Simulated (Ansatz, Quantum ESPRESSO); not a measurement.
**W1-xMox: cell size against composition**

Does the cell follow a straight line between the end members?

Calculated with Ansatz 0.2.0, PBEsol, PAW files of the set soft_1, cutoff 600 eV, Fermi–Dirac smearing 0.05 eV, k-mesh 8×8×8, no spin polarisation, no spin-orbit coupling.

Each composition is one ordered cell of the bcc structure with 8 sites to fill (x is the share of Mo on the W sites), chosen so that its near-neighbour pairs are as close to random as the cell allows, with cell and atoms relaxed. The cell at x = 0.125: a = 5.4572 Å, b = 5.4572 Å, c = 5.4572 Å, α = 109.47°, β = 109.47°, γ = 109.47°.

```
atom       x       y       z
   W  0.0000  0.0000  0.5000
   W  0.0000  0.5000  0.0000
   W  0.0000  0.5000  0.5000
   W  0.5000  0.0000  0.0000
   W  0.5000  0.0000  0.5000
   W  0.5000  0.5000  0.0000
   W  0.5000  0.5000  0.5000
  Mo  0.0000  0.0000  0.0000
```

```
    x  formula  space group  volume for each atom (Å³)
    0        W        Im-3m                     15.677
0.125     MoW7        Im-3m                     15.639
 0.25     MoW3         R-3m                     15.603
0.375    Mo3W5         Fmmm                     15.562
  0.5      MoW         Cmmm                     15.518
 0.75     Mo3W         R-3m                     15.423
0.875     Mo7W        Im-3m                     15.370
    1       Mo        Im-3m                     15.318
```

**Question.** Fit the trend and give the value at x = 0.625, a row left out above.

The law is y = (1 − x) y0 + x y1 − b x(1 − x). With w = x(1 − x) and δ the distance of each inner row from the straight line, b = −Σδw/Σw².

| x | w | δ |
| --- | --- | --- |
| 0.125 | 0.1094 | 0.007 |
| 0.25 | 0.1875 | 0.016 |
| 0.375 | 0.2344 | 0.020 |
| 0.5 | 0.2500 | 0.021 |
| 0.75 | 0.1875 | 0.015 |
| 0.875 | 0.1094 | 0.007 |

Σδw = 0.01707 and Σw² = 0.2117, so b = −0.081 Å³. At x = 0.625 the law gives 15.472 Å³. The run itself gives 15.471 Å³, so the estimate misses by 0.001 Å³, a rounding's worth.

At x = 0.5 the bowing term is 0.13 % of the value there, against 2.3 % between the ends, so the straight line holds well.

One small ordered cell stands for each composition, so a random alloy may differ.

The same fit over all rows at other levels or in other programs gives b = −0.079 Å³ with PBEsol (Quantum ESPRESSO, GBRV).

[Logs are printed without paths, hosts, clocks, repeated set-up lines and the standing remarks that a program may print on its own settings, such as how far it seeks lower states.]
